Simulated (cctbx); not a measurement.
**A crystallographic session in cctbx: Ag5S6Br**

Library: cctbx 2025.11. The data are simulated by the first script.

## 1. Simulate the data

run.py:

```python
from cctbx import adptbx, crystal, miller, sgtbx, xray
from cctbx.array_family import flex
from iotbx.shelx import hklf
from scitbx import matrix
import scitbx.random

cs = crystal.symmetry(unit_cell=(6.685, 6.685, 36.279, 90, 90, 120), space_group_symbol='Hall: -R 3 2"c')  # R-3c
atoms = [  # label, site, U (iso, or U11 U22 U33 U12 U13 U23 in A^2), occupancy
    ("Ag1", (0.30625, 0.30625, 0.25), (0.0161, 0.0161, 0.0153, 0.0057, 0.0004, -0.0004), 1),
    ("Ag2", (2/3, 1/3, 0.48817), (0.0242, 0.0242, 0.0202, 0.0121, 0.0000, 0.0000), 1),
    ("Br1", (2/3, 1/3, 1/3), (0.0181, 0.0181, 0.0240, 0.0091, 0.0000, 0.0000), 1),
    ("S1", (0.94543, 0.58047, 0.36667), (0.0308, 0.0312, 0.0222, 0.0189, -0.0015, -0.0018), 1),
]
xs = xray.structure(crystal_symmetry=cs)
for label, site, u, occ in atoms:
    u = adptbx.u_cif_as_u_star(cs.unit_cell(), u) if isinstance(u, tuple) else u
    xs.add_scatterer(xray.scatterer(label, site=site, u=u, occupancy=occ))
xs.set_inelastic_form_factors(1.54184, "sasaki")
xs.show_summary()
p1 = xs.expand_to_p1()
ms = miller.build_set(p1, anomalous_flag=True, d_min=0.83)
flex.set_random_seed(364636)
scitbx.random.set_random_seed(364636)
ms = ms.select(flex.random_double(ms.size()) < 0.8)
i = ms.structure_factors_from_scatterers(p1, algorithm="direct").f_calc().as_intensity_array().data()
i = i * 70000 / flex.max(i)
sig = flex.sqrt(i + flex.pow2(0.04 * i) + 15 ** 2)
noise = scitbx.random.variate(scitbx.random.normal_distribution())(i.size())
data = ms.array(data=i + sig * noise, sigmas=sig).set_observation_type_xray_intensity()
with open("data.hkl", "w") as f:
    data.export_as_shelx_hklf(f)
print("reflections written:", data.size(), " <I/sigma> = %.1f" % flex.mean(data.data() / data.sigmas()))
for h, a, b in list(data.sort("data"))[:12]:
    print("%4d%4d%4d %9.1f %7.1f" % (h + (a, b)))
```

```console
$ python run.py
```

```text
Number of scatterers: 4
At special positions: 3
Unit cell: (6.685, 6.685, 36.279, 90, 90, 120)
Space group: R -3 c :H (No. 167)
reflections written: 8113  <I/sigma> = 4.7
  -3   3   0   74393.3  2812.5
   0   3   0   73089.6  2812.5
  -3   0   0   72829.0  2812.5
   3  -3   0   70132.7  2812.5
  -1  -1  -6   41926.0  1554.1
  -2   1  -6   40305.6  1554.1
   1  -2   6   40145.2  1554.1
   1   1  -6   39844.1  1554.1
   2  -1  -6   39666.3  1554.1
   1   1   6   38622.6  1554.1
   1  -2  -6   37486.6  1554.1
  -1  -1   6   36816.0  1554.1
```

It took 0.25 s on 1 thread of Arm Neoverse V2, with other jobs on the host, peak memory 0.07 GiB.

## 2. Refinement (right model, isotropic)

run.py:

```python
import math
from cctbx import adptbx, crystal, maptbx, sgtbx, xray
from cctbx.array_family import flex
from cctbx.xray import observations
from iotbx.shelx import hklf
from scitbx.lstbx import normal_eqns_solving
from smtbx import absolute_structure, utils
from smtbx.refinement import constraints, least_squares

cs = crystal.symmetry(unit_cell=(6.685, 6.685, 36.279, 90, 90, 120), space_group_symbol='Hall: -R 3 2"c')  # R-3c
atoms = [  # label, site, U (iso, or U11 U22 U33 U12 U13 U23 in A^2), occupancy
    ("Ag1", (0.3017, 0.3017, 0.25), 0.0200, 1),
    ("Ag2", (2/3, 1/3, 0.4878), 0.0200, 1),
    ("Br1", (2/3, 1/3, 1/3), 0.0200, 1),
    ("S1", (0.9655, 0.5959, 0.3672), 0.0200, 1),
]
xs = xray.structure(crystal_symmetry=cs)
for label, site, u, occ in atoms:
    u = adptbx.u_cif_as_u_star(cs.unit_cell(), u) if isinstance(u, tuple) else u
    xs.add_scatterer(xray.scatterer(label, site=site, u=u, occupancy=occ))
xs.set_inelastic_form_factors(1.54184, "sasaki")
raw = hklf.reader(file_name="data.hkl").as_miller_arrays(crystal_symmetry=cs, anomalous=True)[0]
merged = raw.eliminate_sys_absent().merge_equivalents()
fo2 = merged.array().set_observation_type_xray_intensity()
print("Rint %.3f, %d unique reflections to %.2f A" % (merged.r_int(), fo2.size(), fo2.d_min()))
for sc in xs.scatterers():
    sc.flags.set_grad_site(True)
    sc.flags.set_grad_u_aniso(sc.flags.use_u_aniso())
    sc.flags.set_grad_u_iso(sc.flags.use_u_iso())
obs = fo2.as_xray_observations()
extra = {}
rep = constraints.reparametrisation(xs, [], utils.connectivity_table(xs), **extra)
ls = least_squares.crystallographic_ls(obs, rep, weighting_scheme=least_squares.mainstream_shelx_weighting(a=0, b=0))
print("cycle     R1     wR2    GooF  max shift (A)")
for cycle in range(8):
    ls.build_up()
    r1, wr2, goof = ls.r1_factor(cutoff_factor=2)[0], ls.wR2(), ls.goof()
    old = xs.sites_cart()
    normal_eqns_solving.levenberg_marquardt_iterations(ls, n_max_iterations=3, tau=1e-06, step_threshold=1e-7)
    big = flex.max((xs.sites_cart() - old).norms())
    print("%4d %7.4f %7.4f %7.3f %9.5f" % (cycle + 1, r1, wr2, goof, big))
    ls.build_up(objective_only=True)
    if abs(ls.wR2() - wr2) < 5e-5 and big < 5e-4:
        break
ls.build_up()
print("final R1 %.4f wR2 %.4f GooF %.3f  parameters %d  data/parameter %.1f" % (ls.r1_factor(cutoff_factor=2)[0], ls.wR2(), ls.goof(), ls.n_parameters, fo2.size() / ls.n_parameters))
cov = ls.covariance_matrix_and_annotations()
su = dict(zip(cov.annotations, (math.sqrt(max(v, 0)) for v in cov.matrix.matrix_packed_u_diagonal())))
a2 = cs.unit_cell().reciprocal_parameters()[0] ** -2
print("atom        x        y        z      Ueq    occ   su(xyz)  su(Uiso or U11)")
for sc in xs.scatterers():
    s = max(su.get(sc.label + k, 0) for k in (".x", ".y", ".z"))
    npd = "" if sc.is_positive_definite_u(cs.unit_cell()) else "  NPD"
    print("%-5s %8.5f %8.5f %8.5f %8.4f %6.3f %8.5f %7.4f%s" % ((sc.label,) + sc.site + (sc.u_iso_or_equiv(cs.unit_cell()), sc.occupancy, s, su.get(sc.label + ".uiso", su.get(sc.label + ".u11", 0) * a2), npd)))
fo = fo2.f_sq_as_f()
fc = fo.structure_factors_from_scatterers(xs, algorithm="direct").f_calc()
diff = fo.f_obs_minus_f_calc(1 / math.sqrt(ls.scale_factor()), fc).average_bijvoet_mates()
m = diff.fft_map(symmetry_flags=maptbx.use_space_group_symmetry, resolution_factor=0.25).apply_volume_scaling()
print("difference map: max %.2f min %.2f rms %.2f" % (m.statistics().max(), m.statistics().min(), m.statistics().sigma()))
peaks = m.peak_search(parameters=maptbx.peak_search_parameters(min_distance_sym_equiv=0.6, max_clusters=6)).all()
near = xs.closest_distances(peaks.sites(), distance_cutoff=4)
sps = cs.special_position_settings(min_distance_sym_equiv=0.5)
for k, (x, h) in enumerate(zip(peaks.sites(), peaks.heights())):
    ss = sps.site_symmetry(x)
    print("Q%-3d %7.4f %7.4f %7.4f %4d %7.2f  %.2f A from %s" % ((k + 1,) + tuple(t % 1 for t in ss.exact_site()) + (ss.multiplicity(), h, near.smallest_distances[k], xs.scatterers()[near.i_seqs[k]].label)))
```

```console
$ python run.py
```

```text
Rint 0.032, 287 unique reflections to 0.83 A
cycle     R1     wR2    GooF  max shift (A)
   1  0.1246  0.3360  16.456   0.12086
   2  0.0260  0.0758   3.712   0.00008
final R1 0.0260 wR2 0.0758 GooF 3.712  parameters 9  data/parameter 31.9
atom        x        y        z      Ueq    occ   su(xyz)  su(Uiso or U11)
Ag1    0.30629  0.30629  0.25000   0.0170  1.000  0.00011  0.0003
Ag2    0.66667  0.33333  0.48818   0.0227  1.000  0.00003  0.0004
Br1    0.66667  0.33333  0.33333   0.0202  1.000  0.00000  0.0005
S1     0.94590  0.58032  0.36676   0.0262  1.000  0.00038  0.0005
difference map: max 2.36 min -1.60 rms 0.24
Q1    0.0182  0.4222  0.0851   36    2.52  0.52 A from Ag1
Q2    0.0000  0.0000  0.0150   12    1.70  0.54 A from Br1
Q3    0.0354  0.1947  0.9652   36    1.20  0.58 A from S1
Q4    0.9989  0.3190  0.1975   36    1.09  0.54 A from S1
Q5    0.0161  0.0902  0.3449   36    0.87  0.56 A from Ag2
Q6    0.0000  0.0000  0.2500    6    0.59  2.05 A from Ag1
```

Time: 0.38 s.

Figures of merit this high mean that the model is still wrong or incomplete.

## 3. Refinement (right model, anisotropic)

run.py, as its changes from the last script of this kind:

```diff
@@ -12,4 +12,4 @@
-    ("Ag1", (0.3017, 0.3017, 0.25), 0.0200, 1),
-    ("Ag2", (2/3, 1/3, 0.4878), 0.0200, 1),
-    ("Br1", (2/3, 1/3, 1/3), 0.0200, 1),
-    ("S1", (0.9655, 0.5959, 0.3672), 0.0200, 1),
+    ("Ag1", (0.30629, 0.30629, 0.25), 0.0170, 1),
+    ("Ag2", (2/3, 1/3, 0.48818), 0.0227, 1),
+    ("Br1", (2/3, 1/3, 1/3), 0.0202, 1),
+    ("S1", (0.9459, 0.58032, 0.36676), 0.0262, 1),
@@ -21,0 +22 @@
+xs.convert_to_anisotropic()
```

```console
$ python run.py
```

```text
Rint 0.032, 287 unique reflections to 0.83 A
cycle     R1     wR2    GooF  max shift (A)
   1  0.0261  0.0758   3.781   0.00404
   2  0.0086  0.0188   0.938   0.00009
final R1 0.0086 wR2 0.0188 GooF 0.938  parameters 19  data/parameter 15.1
atom        x        y        z      Ueq    occ   su(xyz)  su(Uiso or U11)
Ag1    0.30628  0.30628  0.25000   0.0169  1.000  0.00003  0.0001
Ag2    0.66667  0.33333  0.48817   0.0228  1.000  0.00001  0.0001
Br1    0.66667  0.33333  0.33333   0.0200  1.000  0.00000  0.0002
S1     0.94543  0.58041  0.36670   0.0266  1.000  0.00010  0.0003
difference map: max 0.62 min -0.25 rms 0.09
Q1    0.0000  0.0000  0.1334   12    0.62  0.78 A from Ag2
Q2    0.0232  0.3629  0.0530   36    0.35  1.14 A from Ag1
Q3    0.0000  0.0000  0.0225   12    0.35  0.82 A from Br1
Q4    0.0000  0.0000  0.2038   12    0.35  1.78 A from Ag2
Q5    0.9972  0.1024  0.0760   36    0.27  1.65 A from Ag1
Q6    0.0000  0.0000  0.0000    6    0.25  0.00 A from Br1
```

Time: 0.4 s.

## 4. Refinement

run.py, as its changes from the last script of this kind:

```diff
@@ -15 +14,0 @@
-    ("S1", (0.9459, 0.58032, 0.36676), 0.0262, 1),
@@ -36 +35 @@
-for cycle in range(8):
+for cycle in range(12):
```

```console
$ python run.py
```

```text
Rint 0.032, 287 unique reflections to 0.83 A
cycle     R1     wR2    GooF  max shift (A)
   1  0.3611  0.6969  34.195   0.02973
   2  0.3245  0.6243  30.633   0.00012
final R1 0.3244 wR2 0.6243 GooF 30.633  parameters 10  data/parameter 28.7
atom        x        y        z      Ueq    occ   su(xyz)  su(Uiso or U11)
Ag1    0.31075  0.31075  0.25000   0.0071  1.000  0.00109  0.0039
Ag2    0.66667  0.33333  0.48852   0.0060  1.000  0.00024  0.0045  NPD
Br1    0.66667  0.33333  0.33333   0.0068  1.000  0.00000  0.0057  NPD
difference map: max 53.29 min -10.43 rms 4.98
Q1    0.0000  0.2935  0.7500   18   54.67  0.12 A from Ag1
Q2    0.0298  0.2779  0.9667   36   48.78  2.14 A from Br1
Q3    0.0000  0.0000  0.1544   12   44.29  0.03 A from Ag2
Q4    0.0000  0.0000  0.0000    6   28.93  0.00 A from Br1
Q5    0.0000  0.5000  0.0000   18    6.59  1.97 A from Ag2
Q6    0.0000  0.0000  0.0620   12    5.47  2.25 A from Br1
```

Time: 0.39 s.

This run holds a fault made on purpose: atom left out: S1.

## 5. Refinement

run.py:

```python
import math
from cctbx import adptbx, crystal, maptbx, sgtbx, xray
from cctbx.array_family import flex
from cctbx.xray import observations
from iotbx.shelx import hklf
from scitbx.lstbx import normal_eqns_solving
from smtbx import absolute_structure, utils
from smtbx.refinement import constraints, least_squares

cs = crystal.symmetry(unit_cell=(6.685, 6.685, 36.279, 90, 90, 120), space_group_symbol='Hall: -R 3 2"c')  # R-3c
atoms = [  # label, site, U (iso, or U11 U22 U33 U12 U13 U23 in A^2), occupancy
    ("Ag1", (0.30629, 0.30629, 0.25), 0.0170, 1),
    ("Ag2", (2/3, 1/3, 0.48818), 0.0227, 1),
    ("Br1", (2/3, 1/3, 1/3), 0.0202, 1),
]
xs = xray.structure(crystal_symmetry=cs)
for label, site, u, occ in atoms:
    u = adptbx.u_cif_as_u_star(cs.unit_cell(), u) if isinstance(u, tuple) else u
    xs.add_scatterer(xray.scatterer(label, site=site, u=u, occupancy=occ))
xs.set_inelastic_form_factors(1.54184, "sasaki")
xs.convert_to_anisotropic()
raw = hklf.reader(file_name="data.hkl").as_miller_arrays(crystal_symmetry=cs, anomalous=True)[0]
merged = raw.eliminate_sys_absent().merge_equivalents()
fo2 = merged.array().set_observation_type_xray_intensity()
print("Rint %.3f, %d unique reflections to %.2f A" % (merged.r_int(), fo2.size(), fo2.d_min()))
for sc in xs.scatterers():
    sc.flags.set_grad_site(True)
    sc.flags.set_grad_u_aniso(sc.flags.use_u_aniso())
    sc.flags.set_grad_u_iso(sc.flags.use_u_iso())
obs = fo2.as_xray_observations()
extra = {}
rep = constraints.reparametrisation(xs, [], utils.connectivity_table(xs), **extra)
ls = least_squares.crystallographic_ls(obs, rep, weighting_scheme=least_squares.mainstream_shelx_weighting(a=0, b=0))
print("cycle     R1     wR2    GooF  max shift (A)")
for cycle in range(12):
    ls.build_up()
    r1, wr2, goof = ls.r1_factor(cutoff_factor=2)[0], ls.wR2(), ls.goof()
    old = xs.sites_cart()
    normal_eqns_solving.levenberg_marquardt_iterations(ls, n_max_iterations=3, tau=1e-06, step_threshold=1e-7)
    big = flex.max((xs.sites_cart() - old).norms())
    print("%4d %7.4f %7.4f %7.3f %9.5f" % (cycle + 1, r1, wr2, goof, big))
    ls.build_up(objective_only=True)
    if abs(ls.wR2() - wr2) < 5e-5 and big < 5e-4:
        break
ls.build_up()
print("final R1 %.4f wR2 %.4f GooF %.3f  parameters %d  data/parameter %.1f" % (ls.r1_factor(cutoff_factor=2)[0], ls.wR2(), ls.goof(), ls.n_parameters, fo2.size() / ls.n_parameters))
cov = ls.covariance_matrix_and_annotations()
su = dict(zip(cov.annotations, (math.sqrt(max(v, 0)) for v in cov.matrix.matrix_packed_u_diagonal())))
a2 = cs.unit_cell().reciprocal_parameters()[0] ** -2
print("atom        x        y        z      Ueq    occ   su(xyz)  su(Uiso or U11)")
for sc in xs.scatterers():
    s = max(su.get(sc.label + k, 0) for k in (".x", ".y", ".z"))
    npd = "" if sc.is_positive_definite_u(cs.unit_cell()) else "  NPD"
    print("%-5s %8.5f %8.5f %8.5f %8.4f %6.3f %8.5f %7.4f%s" % ((sc.label,) + sc.site + (sc.u_iso_or_equiv(cs.unit_cell()), sc.occupancy, s, su.get(sc.label + ".uiso", su.get(sc.label + ".u11", 0) * a2), npd)))
fo = fo2.f_sq_as_f()
fc = fo.structure_factors_from_scatterers(xs, algorithm="direct").f_calc()
diff = fo.f_obs_minus_f_calc(1 / math.sqrt(ls.scale_factor()), fc).average_bijvoet_mates()
m = diff.fft_map(symmetry_flags=maptbx.use_space_group_symmetry, resolution_factor=0.25).apply_volume_scaling()
print("difference map: max %.2f min %.2f rms %.2f" % (m.statistics().max(), m.statistics().min(), m.statistics().sigma()))
peaks = m.peak_search(parameters=maptbx.peak_search_parameters(min_distance_sym_equiv=0.6, max_clusters=6)).all()
near = xs.closest_distances(peaks.sites(), distance_cutoff=4)
sps = cs.special_position_settings(min_distance_sym_equiv=0.5)
for k, (x, h) in enumerate(zip(peaks.sites(), peaks.heights())):
    ss = sps.site_symmetry(x)
    print("Q%-3d %7.4f %7.4f %7.4f %4d %7.2f  %.2f A from %s" % ((k + 1,) + tuple(t % 1 for t in ss.exact_site()) + (ss.multiplicity(), h, near.smallest_distances[k], xs.scatterers()[near.i_seqs[k]].label)))
```

```console
$ python run.py
```

```text
Rint 0.032, 287 unique reflections to 0.83 A
cycle     R1     wR2    GooF  max shift (A)
   1  0.3611  0.6969  34.195   0.02973
   2  0.3245  0.6243  30.633   0.00012
final R1 0.3244 wR2 0.6243 GooF 30.633  parameters 10  data/parameter 28.7
atom        x        y        z      Ueq    occ   su(xyz)  su(Uiso or U11)
Ag1    0.31075  0.31075  0.25000   0.0071  1.000  0.00109  0.0039
Ag2    0.66667  0.33333  0.48852   0.0060  1.000  0.00024  0.0045  NPD
Br1    0.66667  0.33333  0.33333   0.0068  1.000  0.00000  0.0057  NPD
difference map: max 53.29 min -10.43 rms 4.98
Q1    0.0000  0.2935  0.7500   18   54.67  0.12 A from Ag1
Q2    0.0298  0.2779  0.9667   36   48.78  2.14 A from Br1
Q3    0.0000  0.0000  0.1544   12   44.29  0.03 A from Ag2
Q4    0.0000  0.0000  0.0000    6   28.93  0.00 A from Br1
Q5    0.0000  0.5000  0.0000   18    6.59  1.97 A from Ag2
Q6    0.0000  0.0000  0.0620   12    5.47  2.25 A from Br1
```

Time: 0.38 s.

This run holds a fault made on purpose: atom left out: S1.

## 6. Refinement

run.py, as its changes from the last script of this kind:

```diff
@@ -14,0 +15 @@
+    ("S1", (0.9459, 0.58032, 0.36676), 0.0262, 1),
@@ -20 +21 @@
-xs.set_inelastic_form_factors(1.54184, "sasaki")
+xs.set_inelastic_form_factors(0.71073, "sasaki")
```

```console
$ python run.py
```

```text
Rint 0.032, 287 unique reflections to 0.83 A
cycle     R1     wR2    GooF  max shift (A)
   1  0.0358  0.0984   4.906   0.00435
   2  0.0109  0.0260   1.299   0.00009
final R1 0.0109 wR2 0.0260 GooF 1.299  parameters 19  data/parameter 15.1
atom        x        y        z      Ueq    occ   su(xyz)  su(Uiso or U11)
Ag1    0.30627  0.30627  0.25000   0.0152  1.000  0.00004  0.0001
Ag2    0.66667  0.33333  0.48817   0.0211  1.000  0.00001  0.0002
Br1    0.66667  0.33333  0.33333   0.0231  1.000  0.00000  0.0002
S1     0.94540  0.58044  0.36670   0.0265  1.000  0.00014  0.0004
difference map: max 0.62 min -0.53 rms 0.11
Q1    0.0000  0.0000  0.1369   12    0.62  0.65 A from Ag2
Q2    0.0000  0.0000  0.2056   12    0.34  1.84 A from Ag2
Q3    0.0244  0.3079  0.3843   36    0.34  1.22 A from Ag1
Q4    0.0000  0.0000  0.0295   12    0.32  1.07 A from Br1
Q5    0.0106  0.1169  0.4241   36    0.30  1.60 A from Ag1
Q6    0.0608  0.2703  0.2701   36    0.28  1.55 A from S1
```

It took 0.42 s on 1 thread of Arm Neoverse V2, on a shared host, peak memory 0.09 GiB.

This run holds a fault made on purpose: dispersion terms of the wrong wavelength.

[Logs are printed without paths, hosts, clocks, repeated set-up lines and the standing remarks that a program may print on its own settings, such as how far it seeks lower states.]
